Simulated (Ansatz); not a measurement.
# Na on Ag(111): change of the work function, part 2 of 2

How does one ordered layer of Na (fcc site) change the work function of Ag(111), and what dipole does each adsorbate carry?

Ansatz 0.2.0; plane-wave DFT, PBE, Ansatz PAW.

So far, work function, upper face (eV): step 2 (the clean slab) 4.47.

## (3) Adsorbate added

System of this step: Na/Ag(111). The cell holds 17 atoms: 16 Ag and 1 Na. Cell: a = 5.784 Å, b = 5.784 Å, c = 27.895 Å, α = 90.0°, β = 90.0°, γ = 60.0°. Vacuum lies along c.

The clean slab as it ended is repeated in the plane and the adsorbate is set on one face; the cell's size fixes the coverage, and the k-mesh shrinks with it to keep the sampling density about even. Adsorbate and upper layers relax, since the dipole depends on the height.

Contents of input.yaml:

```yaml
crystal:
  lattice:
    - [5.7841334702, 1.0e-10, 0.0]
    - [2.892066735, 5.0092065241, 0.0]
    - [0.0, 0.0, 27.8949409906]
  atoms:
    - { symbol: Ag, position: [0.0, 0.0, 0.3226391482] }
    - { symbol: Ag, position: [0.1666666667, 0.1666666667, 0.4072911502] }
    - { symbol: Ag, position: [0.3333333333, 0.3333333333, 0.4929224634] }
    - { symbol: Ag, position: [0.0, 0.0, 0.5793610126] }
    - { symbol: Ag, position: [0.0, 0.5, 0.3226391482] }
    - { symbol: Ag, position: [0.1666666667, 0.6666666667, 0.4072911502] }
    - { symbol: Ag, position: [0.3333333333, 0.8333333333, 0.4929224634] }
    - { symbol: Ag, position: [0.0, 0.5, 0.5793610126] }
    - { symbol: Ag, position: [0.5, 0.0, 0.3226391482] }
    - { symbol: Ag, position: [0.6666666667, 0.1666666667, 0.4072911502] }
    - { symbol: Ag, position: [0.8333333333, 0.3333333333, 0.4929224634] }
    - { symbol: Ag, position: [0.5, 0.0, 0.5793610126] }
    - { symbol: Ag, position: [0.5, 0.5, 0.3226391482] }
    - { symbol: Ag, position: [0.6666666667, 0.6666666667, 0.4072911502] }
    - { symbol: Ag, position: [0.8333333333, 0.8333333333, 0.4929224634] }
    - { symbol: Ag, position: [0.5, 0.5, 0.5793610126] }
    - { symbol: Na, position: [0.1666666667, 0.1666666667, 0.6773608518] }
kpoints:
  mp_grid: { grid: [6, 6, 1] }
hamiltonian:
  xc: pbe
scf:
  occupations: { method: fermi_dirac, width: 0.1 }
  convergence: { dr2_threshold: 1.0e-08 }
efield:
  axis: 3
  dipole_correction: true
  ramp_position: 0.97
  ramp_width: 0.06
relax:
  f_tol: 0.02
  max_steps: 60
  constraints: [{ sites: [0, 1, 4, 5, 8, 9, 12, 13] }]
output:
  dos: { projected: true, e_range: [-8, 4] }
  write_potential: true
  write_density: true
  volumetric_format: npy
  elf: true
```

Command:

```console
$ ansatz run input.yaml --threads 4 --pin off --max-ram 6144MiB --backend cpu --events-out ev --progress --plain --runs-dir out
```

Numbers of over 12 decimals in the logs are rounded to 6 here.

Output:

```text
[...]
Crystal: 17 atoms, lattice volume = 808.226 Å³
Basis set: ecut = 420 eV, 15873 PW (Γ), exchange–correlation on 80×80×384 points (8 copies of the dense FFT grid, shifted against one another)
Bands: 188, of which v1, the nominal top of the filled ones, is band 157 counted from 1 (156 counted from 0)
Symmetry: 6 space group operations
[...]
k-points: 7 of 36 (time reversal used)
[...]
SCF iter   1: F=—  HF=-122933.050585 eV  |F-HF|=—  |Δ(HF+E_count)|=         —  Δρ=2.61e-3  dr2=2.60e0  ethr=1.77e-3  p=0.544 e·Å  D=1.22e-1 V/Å  ΔV_dip=-3.39 eV  dr2_dipole=2.08e0  V_vac-E_F(+/−)=1.13/4.53 eV  ⟨swp⟩=6.1  Hψ=5102  notcnv=0  defer=72
[...]
SCF iter  12: F=-122932.903471 eV  HF=-122932.903471 eV  |F-HF|=1.56e-9  |Δ(HF+E_count)|=   1.07e-8  Δρ=4.46e-7  dr2=2.87e-9  ethr=3.19e-12  p=0.385 e·Å  D=8.63e-2 V/Å  ΔV_dip=-2.41 eV  dr2_dipole=8.39e-10  V_vac-E_F(+/−)=2.02/4.43 eV  ⟨swp⟩=14.3  Hψ=9059  notcnv=0
SCF 1 converged in 12 iterations: F = -122932.903471 eV  dr2 = 2.87e-9
[...]
relax step   1: F+E_penalty+E_count = -122932.90347076 eV  Δ(F+E_penalty+E_count) = +0.000e0 eV  max|allowed force component| = 4.313e-1 eV/Å  Δτ_max = 0.0000 Å  (12 SCF iters, accepted)
[...]
SCF iter   9: F=-122932.943284 eV  HF=-122932.943284 eV  |F-HF|=8.29e-10  |Δ(HF+E_count)|=   6.61e-9  Δρ=5.81e-7  dr2=3.19e-9  ethr=3.19e-12  p=0.392 e·Å  D=8.78e-2 V/Å  ΔV_dip=-2.45 eV  dr2_dipole=2.20e-10  V_vac-E_F(+/−)=1.98/4.43 eV  ⟨swp⟩=8.1  Hψ=7245  notcnv=0
SCF 2 converged in 9 iterations: F = -122932.943284 eV  dr2 = 3.19e-9
relax step   2: F+E_penalty+E_count = -122932.94328397 eV  Δ(F+E_penalty+E_count) = -3.981e-2 eV  max|allowed force component| = 3.521e-1 eV/Å  Δτ_max = 0.0914 Å  (9 SCF iters, accepted)
SCF iter   1: F=—  HF=-122932.982271 eV  |F-HF|=—  |Δ(HF+E_count)|=         —  Δρ=7.29e-4  dr2=1.08e-2  ethr=6.71e-5  p=0.392 e·Å  D=8.78e-2 V/Å  ΔV_dip=-2.45 eV  dr2_dipole=1.41e-4  V_vac-E_F(+/−)=1.98/4.43 eV  ⟨swp⟩=5.7  Hψ=2922  notcnv=0  defer=91
[...]
SCF iter   9: F=-122932.981697 eV  HF=-122932.981697 eV  |F-HF|=2.88e-9  |Δ(HF+E_count)|=   1.29e-8  Δρ=5.57e-7  dr2=6.01e-9  ethr=3.19e-12  p=0.398 e·Å  D=8.91e-2 V/Å  ΔV_dip=-2.48 eV  dr2_dipole=1.38e-9  V_vac-E_F(+/−)=1.94/4.42 eV  ⟨swp⟩=13.0  Hψ=8421  notcnv=0
SCF 3 converged in 9 iterations: F = -122932.981697 eV  dr2 = 6.01e-9
[...]
relax step   3: F+E_penalty+E_count = -122932.98169654 eV  Δ(F+E_penalty+E_count) = -3.841e-2 eV  max|allowed force component| = 1.014e-1 eV/Å  Δτ_max = 0.1949 Å  (9 SCF iters, accepted)
[...]
relax step   4: F+E_penalty+E_count = -122932.98385141 eV  Δ(F+E_penalty+E_count) = -2.155e-3 eV  max|allowed force component| = 2.767e-2 eV/Å  Δτ_max = 0.0364 Å  (9 SCF iters, accepted)
SCF iter   1: F=—  HF=-122932.983754 eV  |F-HF|=—  |Δ(HF+E_count)|=         —  Δρ=2.36e-4  dr2=5.42e-4  ethr=1.73e-6  p=0.397 e·Å  D=8.88e-2 V/Å  ΔV_dip=-2.48 eV  dr2_dipole=1.43e-5  V_vac-E_F(+/−)=1.94/4.42 eV  ⟨swp⟩=3.0  Hψ=2451  notcnv=0  defer=116
[...]
SCF iter   8: F=-122932.984258 eV  HF=-122932.984258 eV  |F-HF|=3.68e-9  |Δ(HF+E_count)|=   1.15e-9  Δρ=6.95e-7  dr2=6.75e-9  ethr=3.19e-12  p=0.397 e·Å  D=8.89e-2 V/Å  ΔV_dip=-2.48 eV  dr2_dipole=1.30e-9  V_vac-E_F(+/−)=1.94/4.42 eV  ⟨swp⟩=10.0  Hψ=9027  notcnv=0
SCF 5 converged in 8 iterations: F = -122932.984258 eV  dr2 = 6.75e-9
relax step   5: F+E_penalty+E_count = -122932.98425780 eV  Δ(F+E_penalty+E_count) = -4.064e-4 eV  max|allowed force component| = 2.143e-3 eV/Å  Δτ_max = 0.0151 Å  (8 SCF iters, accepted)
NSCF: frozen V_eff on 7 k-points
[...]
WARN: The output density's exchange-correlation potential varies sharply where the density is thin. Do not read a vacuum level from v_tot or v_xc, or from such a field of the output density. On a cell that repeats whose density bears no net charge and no dipole along the vacuum's axis use v_es (v_loc + v_h of the components); under efield.dipole_correction with no amplitude use v_es + v_field, which holds any externa [...]
SCF converged after 8 iterations
Free energy (F): -122932.984258 eV
[...]
Internal energy: -122932.771134 eV  (E = F + TS)
E sigma→0 (E₀):  -122932.877696 eV
Entropy (-TS):   -0.213124 eV (-12.537 meV/atom)
Fermi energy:    4.027854 eV
Dipole field:    D = 0.088890 V/Å  (p = 0.397033 e·Å, saw-weighted, corrected)
Work function:   Φ+ = 1.9375 eV   Φ− = 4.4171 eV
[...]
--- Forces (eV/Å), atoms counted from 1 ---
  atom   1  Ag    -0.00374637    -0.00216297    -0.13986086
  atom   2  Ag    -0.00000000    -0.00000000     0.17483588
  atom   3  Ag     0.00079534     0.00045919     0.00084440
  atom   4  Ag    -0.00086705    -0.00050059     0.00000565
  atom   5  Ag    -0.00000000     0.00432594    -0.13986086
  atom   6  Ag     0.01360248    -0.00785339     0.12995316
  atom   7  Ag     0.00000000    -0.00091838     0.00084440
  atom   8  Ag    -0.00000000     0.00100119     0.00000565
  atom   9  Ag     0.00374637    -0.00216297    -0.13986086
  atom  10  Ag    -0.00000000     0.01570679     0.12995316
  atom  11  Ag    -0.00079534     0.00045919     0.00084440
  atom  12  Ag     0.00086705    -0.00050059     0.00000565
  atom  13  Ag    -0.00000000    -0.00000000    -0.14408887
  atom  14  Ag    -0.01360248    -0.00785339     0.12995316
  atom  15  Ag    -0.00000000     0.00000000    -0.00057179
  atom  16  Ag    -0.00000000     0.00000000    -0.00214278
  atom  17  Na    -0.00000000     0.00000000    -0.00085005
  max |Σ_I F_I| component: 9.43e-6 eV/Å
--- Band table (eV; the first three rows and the last of 7) ---
  k-point 0: bands = [... 153 lower, 4.0895, 4.0971, 4.0971, 4.7751, 4.8234, 4.8485, 4.8485, 5.3206, ... 27 higher]
  k-point 1: bands = [... 153 lower, 3.3575, 3.8961, 3.9012, 4.0736, 4.5220, 4.5450, 4.7001, 5.0020, ... 27 higher]
  k-point 2: bands = [... 153 lower, 3.3260, 3.4385, 3.7237, 3.7260, 4.3831, 4.3913, 4.7947, 5.4320, ... 27 higher]
  k-point 6: bands = [... 153 lower, 1.4938, 2.8471, 2.9282, 2.9319, 4.7152, 4.9108, 4.9515, 5.8633, ... 27 higher]
--- Relaxed structure (5 steps of the walk, 5 accepted, 0 SCFs on fresh bases) ---
  F+E_penalty+E_count = -122932.98425780 eV   max|allowed force component| = 2.143e-3 eV/Å
  atoms:
[...]
- { symbol: Ag, position: [0.166667, 0.166667, 0.407291] }
    - { symbol: Ag, position: [0.334038, 0.334038, 0.493273] }
    - { symbol: Ag, position: [-0.00108956, -0.00108956, 0.579096] }
    - { symbol: Ag, position: [2.7755575615628914e-17, 0.5, 0.322639] }
    - { symbol: Ag, position: [0.166667, 0.666667, 0.407291] }
    - { symbol: Ag, position: [0.334038, 0.831923, 0.493273] }
    - { symbol: Ag, position: [-0.00108956, 0.502179, 0.579096] }
    - { symbol: Ag, position: [0.5, -1.7959490104895715e-17, 0.322639] }
    - { symbol: Ag, position: [0.666667, 0.166667, 0.407291] }
    - { symbol: Ag, position: [0.831923, 0.334038, 0.493273] }
    - { symbol: Ag, position: [0.502179, -0.00108956, 0.579096] }
    - { symbol: Ag, position: [0.5, 0.500000, 0.322639] }
    - { symbol: Ag, position: [0.666667, 0.666667, 0.407291] }
    - { symbol: Ag, position: [0.833333, 0.833333, 0.492570] }
    - { symbol: Ag, position: [0.5, 0.500000, 0.583753] }
    - { symbol: Na, position: [0.166667, 0.166667, 0.666696] }
```

Elapsed: 46 s, on 4 threads of AMD EPYC 9R45, shared host; peak memory 3.6 GiB; 3 min of CPU time.

Relaxation path:

| step | energy less that of the first step (eV) | largest force component (eV/Å) |
| --- | --- | --- |
| 1 | 0.0000 | 0.4313 |
| 2 | -0.0398 | 0.3521 |
| 3 | -0.0782 | 0.1014 |
| 4 | -0.0804 | 0.0277 |
| 5 | -0.0808 | 0.0021 |

The run keeps the 6 symmetry operations that it works with, so distortions that break them were not tested.

The atoms that moved most (Å):

| atom | dx | dy | dz | length |
| --- | --- | --- | --- | --- |
| Na17 | 0.000 | 0.000 | -0.298 | 0.298 |
| Ag16 | 0.000 | 0.000 | 0.123 | 0.123 |
| Ag4 | -0.009 | -0.005 | -0.007 | 0.013 |
| Ag8 | 0.000 | 0.011 | -0.007 | 0.013 |
| Ag12 | 0.009 | -0.005 | -0.007 | 0.013 |
| Ag11 | -0.006 | 0.004 | 0.010 | 0.012 |
| Ag3 | 0.006 | 0.004 | 0.010 | 0.012 |
| Ag7 | 0.000 | -0.007 | 0.010 | 0.012 |

Final coordinates:

```cif
data_structure
_symmetry_space_group_name_H-M 'P 1'
_symmetry_Int_Tables_number 1
_cell_length_a 5.7841
_cell_length_b 5.7841
_cell_length_c 27.8949
_cell_angle_alpha 90.000
_cell_angle_beta 90.000
_cell_angle_gamma 60.000
_cell_volume 808.23
loop_
_atom_site_label
_atom_site_type_symbol
_atom_site_fract_x
_atom_site_fract_y
_atom_site_fract_z
_atom_site_occupancy
Ag1 Ag 0.00000 0.00000 0.32264 1
Ag2 Ag 0.16667 0.16667 0.40729 1
Ag3 Ag 0.33404 0.33404 0.49327 1
Ag4 Ag 0.99891 0.99891 0.57910 1
Ag5 Ag 0.00000 0.50000 0.32264 1
Ag6 Ag 0.16667 0.66667 0.40729 1
Ag7 Ag 0.33404 0.83192 0.49327 1
Ag8 Ag 0.99891 0.50218 0.57910 1
Ag9 Ag 0.50000 0.00000 0.32264 1
Ag10 Ag 0.66667 0.16667 0.40729 1
Ag11 Ag 0.83192 0.33404 0.49327 1
Ag12 Ag 0.50218 0.99891 0.57910 1
Ag13 Ag 0.50000 0.50000 0.32264 1
Ag14 Ag 0.66667 0.66667 0.40729 1
Ag15 Ag 0.83333 0.83333 0.49257 1
Ag16 Ag 0.50000 0.50000 0.58375 1
Na17 Na 0.16667 0.16667 0.66670 1
```

Numbers from this step:

```yaml
energy_at_zero_smearing: -122932.8777 eV
work_function_upper_face: 1.938 eV
work_function_lower_face: 4.417 eV
dipole_along_the_normal: 0.3970 e·Å
step_between_the_vacuum_levels: -2.480 eV
```

Running mean over 2.361 Å of the planar mean; the ramp of the sawtooth is left out. The electron's electrostatic potential energy less the Fermi level by z:

z (Å), electron's electrostatic potential energy less the Fermi level (eV) and a bar from the least value:
```
        4       4.42 ##############################
        5       4.41 ##############################
        6       4.34 ##############################
        7       3.45 ###########################
        8      -2.29 ###########
        9      -5.89 #
       10      -6.06 
       11      -6.07 
       12      -5.91 
       13      -5.86 #
       14      -5.94 
       15      -5.57 #
       16      -5.91 
       17      -4.03 ######
       18       0.34 ##################
       19       0.76 ####################
       20       1.36 #####################
       21       1.82 #######################
       22       1.91 #######################
       23       1.93 #######################
       24       1.94 #######################
```

The density of states has structure finer than the step of the table below, so its rows give means over 0.25 eV, whole bins alone (the curve runs from -8 to 1.98 eV). Peaks (eV: height): -4.870: 89.7, -4.570: 90.1, -4.210: 79.3, -4.060: 79.8, -3.880: 79.4, -3.100: 91.5, -2.980: 80.4.

Density of states against energy, zero at the Fermi level; means over each step:

| energy (eV) | density of states (states/eV a cell) |
| --- | --- |
| -7.50 | 0 |
| -7.25 | 0.794 |
| -7.00 | 1.12 |
| -6.75 | 1.32 |
| -6.50 | 2.06 |
| -6.25 | 6.47 |
| -6.00 | 31.1 |
| -5.75 | 56.6 |
| -5.50 | 41.4 |
| -5.25 | 35.7 |
| -5.00 | 40.0 |
| -4.75 | 52.6 |
| -4.50 | 64.8 |
| -4.25 | 48.2 |
| -4.00 | 55.5 |
| -3.75 | 50.6 |
| -3.50 | 59.9 |
| -3.25 | 47.5 |
| -3.00 | 57.5 |
| -2.75 | 7.11 |
| -2.50 | 2.80 |
| -2.25 | 2.48 |
| -2.00 | 5.32 |
| -1.75 | 3.86 |
| -1.50 | 3.04 |
| -1.25 | 4.35 |
| -1.00 | 5.55 |
| -0.75 | 4.89 |
| -0.50 | 3.95 |
| -0.25 | 3.42 |
| 0.00 | 6.62 |
| 0.25 | 6.54 |
| 0.50 | 6.13 |
| 0.75 | 4.71 |
| 1.00 | 4.81 |
| 1.25 | 4.76 |
| 1.50 | 8.41 |
| 1.75 | 6.95 |

Projected DOS per atom over height of the atomic layer and energy from the Fermi level. Layers: Ag4 Ag4 Ag4 Ag4 Na from below.

Values in states/eV, 22 rows by 5 columns, each cell a mean:
```
0.19 0.17 0.18 0.17 0.15
0.12 0.20 0.19 0.14 0.75
0.15 0.17 0.15 0.14 0.71
0.32 0.19 0.19 0.34 0.41
0.24 0.24 0.24 0.19 0.58
0.17 0.21 0.21 0.16 0.23
0.32 0.21 0.22 0.31 0.29
0.21 0.19 0.18 0.20 0.26
0.25 0.28 0.31 0.25 0.14
0.18 0.14 0.14 0.19 0.05
1.19 1.41 1.40 0.83 0.08
3.62 3.62 3.56 3.08 0.05
3.98 2.60 3.05 4.04 0.06
3.81 2.30 2.55 4.09 0.06
3.72 3.93 3.64 3.89 0.03
2.10 2.18 2.43 2.46 0.01
2.75 3.01 2.95 2.99 0.01
1.40 3.24 2.76 1.30 0.01
0.12 0.30 0.25 0.12 0.01
0.04 0.13 0.11 0.03 0.00
0.01 0.05 0.05 0.01 0.00
0.00 0.00 0.00 0.00 0.00
```
Columns: height of the atomic layer (Å) from 9 to 18.6; rows upwards: energy from the Fermi level (eV) from -7.96 to 1.95.

Electrostatic potential energy in the ca plane at fractional y = 0.167, with atoms of Ag and Na within 0.2 Å of it. With pseudopotentials it is smooth inside the atoms' cores, unlike the true potential.

Values in eV, 8 rows by 16 columns, each cell a mean:
```
 -1   4   4   3 -11   2  -6  -3   6   5   5   6   7   7   7   7
  3  -8 -13   4  -1   5   1   3   7   7   7   7   7   7   7   7
  5 -22 -27   3   6   7   6   6   7   7   7   7   7   7   7   7
  3 -10 -14   4   0   5   2   3   7   7   7   7   7   7   7   7
 -1   4   4   3 -11   2  -6  -3   6   5   5   6   7   7   7   7
  3  -8 -13   4  -1   5   2   3   2  -9   3   6   6   7   7   7
  5 -22 -27   3   6   7   6   6  -6 -29   0   5   6   7   7   7
  3 -10 -14   4   1   5   2   3   1 -11   3   6   6   7   7   7
```
Columns run along c (16.0 Å, from fractional 0.34 to 0.91 of the cell; values clipped at the 3rd and 97th percentile), rows up along a (5.8 Å). Atoms in or near the plane, at fractional coordinates: Ag at (0.41, 0.17), Ag at (0.41, 0.67), Na at (0.67, 0.17).

Valence density in the ca plane at fractional y = 0.167, with atoms of Ag and Na within 0.2 Å of it. It is the smooth field of the valence electrons, not physical close to the nuclei.

Values in e/Å³, 8 rows by 16 columns, each cell a mean:
```
 0  0  0  0  1  0  1  1  0  0  0  0  0  0  0  0
 0  2  2  0  0  0  0  0  0  0  0  0  0  0  0  0
 0  6 10  0  0  0  0  0  0  0  0  0  0  0  0  0
 0  2  3  0  0  0  0  0  0  0  0  0  0  0  0  0
 0  0  0  0  1  0  1  1  0  0  0  0  0  0  0  0
 0  2  2  0  0  0  0  0  0  1  0  0  0  0  0  0
 0  6 10  0  0  0  0  0  1 11  0  0  0  0  0  0
 0  2  3  0  0  0  0  0  0  2  0  0  0  0  0  0
```
Columns run along c (16.0 Å, from fractional 0.34 to 0.91 of the cell), rows up along a (5.8 Å). Atoms in or near the plane, at fractional coordinates: Ag at (0.41, 0.17), Ag at (0.41, 0.67), Na at (0.67, 0.17).

ELF in the ca plane at fractional y = 0.167, with atoms of Ag and Na within 0.2 Å of it. It is the smooth field of the valence electrons, not physical close to the nuclei.

Values, 8 rows by 16 columns, each cell a mean:
```
0.22 0.17 0.17 0.18 0.33 0.18 0.28 0.26 0.19 0.06 0.10 0.18 0.06 0.01 0.00 0.00
0.18 0.30 0.36 0.17 0.22 0.16 0.20 0.20 0.20 0.18 0.13 0.07 0.02 0.00 0.00 0.00
0.18 0.51 0.63 0.20 0.18 0.16 0.17 0.19 0.17 0.13 0.08 0.03 0.01 0.00 0.00 0.00
0.18 0.32 0.38 0.18 0.21 0.16 0.19 0.20 0.20 0.17 0.13 0.07 0.02 0.00 0.00 0.00
0.22 0.17 0.17 0.18 0.33 0.18 0.28 0.26 0.20 0.07 0.11 0.18 0.06 0.01 0.00 0.00
0.18 0.30 0.36 0.17 0.22 0.16 0.19 0.22 0.14 0.35 0.05 0.23 0.14 0.02 0.00 0.00
0.18 0.51 0.62 0.19 0.18 0.16 0.17 0.23 0.26 0.46 0.15 0.21 0.18 0.03 0.00 0.00
0.18 0.32 0.38 0.17 0.20 0.16 0.19 0.22 0.15 0.38 0.06 0.23 0.14 0.02 0.00 0.00
```
Columns run along c (16.0 Å, from fractional 0.34 to 0.91 of the cell), rows up along a (5.8 Å). Atoms in or near the plane, at fractional coordinates: Ag at (0.41, 0.17), Ag at (0.41, 0.67), Na at (0.67, 0.17).

The relaxation took 5 steps and lowered the energy by 0.081 eV; the largest force on the free atoms ends at 0.0021 eV/Å.

By hand: a sheet of dipoles makes a step −p/(ε₀A) in the electron's potential. With e/ε₀ = 180.95 V·Å, p = 0.3970 e·Å and A = 28.97 Å², that is −180.95 × (0.3970) / 28.97 = -2.480 eV, and the two vacuum levels of the run differ by -2.480 eV.

The covered face has 1.94 eV, -2.53 eV against the clean one; the bare back face has moved by -0.03 eV, a measure of how thin the slab is.

## (4) Work function against coverage

This step: plane-wave DFT, PBE, Ansatz PAW; work function against coverage (Ansatz 0.2.0).

The runs are now put side by side.

Numbers from this step:

```
work function of the clean face     : 4.469 eV
largest change of the work function : -2.532 eV
```

Work function of the covered face against coverage:

| coverage (adsorbates/nm²) | work function of the covered face (eV) |
| --- | --- |
| 0.00 | 4.47 |
| 3.45 | 1.94 |

The dipole per adsorbate comes from the change of the cell's dipole. Coverage, by row:

| coverage (1/nm²) | coverage (ML) | work function (eV) | change (eV) | dipole per adsorbate, positive end outwards (debye) | mean height of the added atoms over the highest substrate atom (Å) |
| --- | --- | --- | --- | --- | --- |
| 3.451 | 0.25 | 1.938 | -2.532 | 1.922 | 2.314 |

## (5) Summary of results

| Property | Result |
| --- | --- |
| work function of the clean face | 4.47 eV |
| work function at 0.25 ML | 1.94 eV |
| dipole per adsorbate at 0.25 ML, positive end outwards | 1.92 D |

Na lowers the work function of Ag(111) at the lowest coverage, by 2.53 eV: the adsorbate layer has its positive end outwards. One coverage alone was completed, so no trend follows. The slab has 4 layers, at the tabulated experimental lattice constant, one starting site was run, and quantum-size effects of a slab this thin can reach one or two tenths of an eV.

[Logs are printed without paths, hosts, clocks, repeated set-up lines and the standing remarks that a program may print on its own settings, such as how far it seeks lower states.]

[Hosts, paths, dates, database ids (printed as entryN), source tags and the programs' standing remarks are cut or masked in the printed files.]

[Maps of the electrostatic potential energy from Ansatz leave out the sawtooth potential of an applied field or a dipole correction, so their vacuum need not be flat; planar profiles and work functions include it.]

[The density of states shown here was stored with 400 of the rows of the run's finer table, so its peaks can read low, often by over a quarter, or be missed, and its means over a window can be off by a tenth or more.]
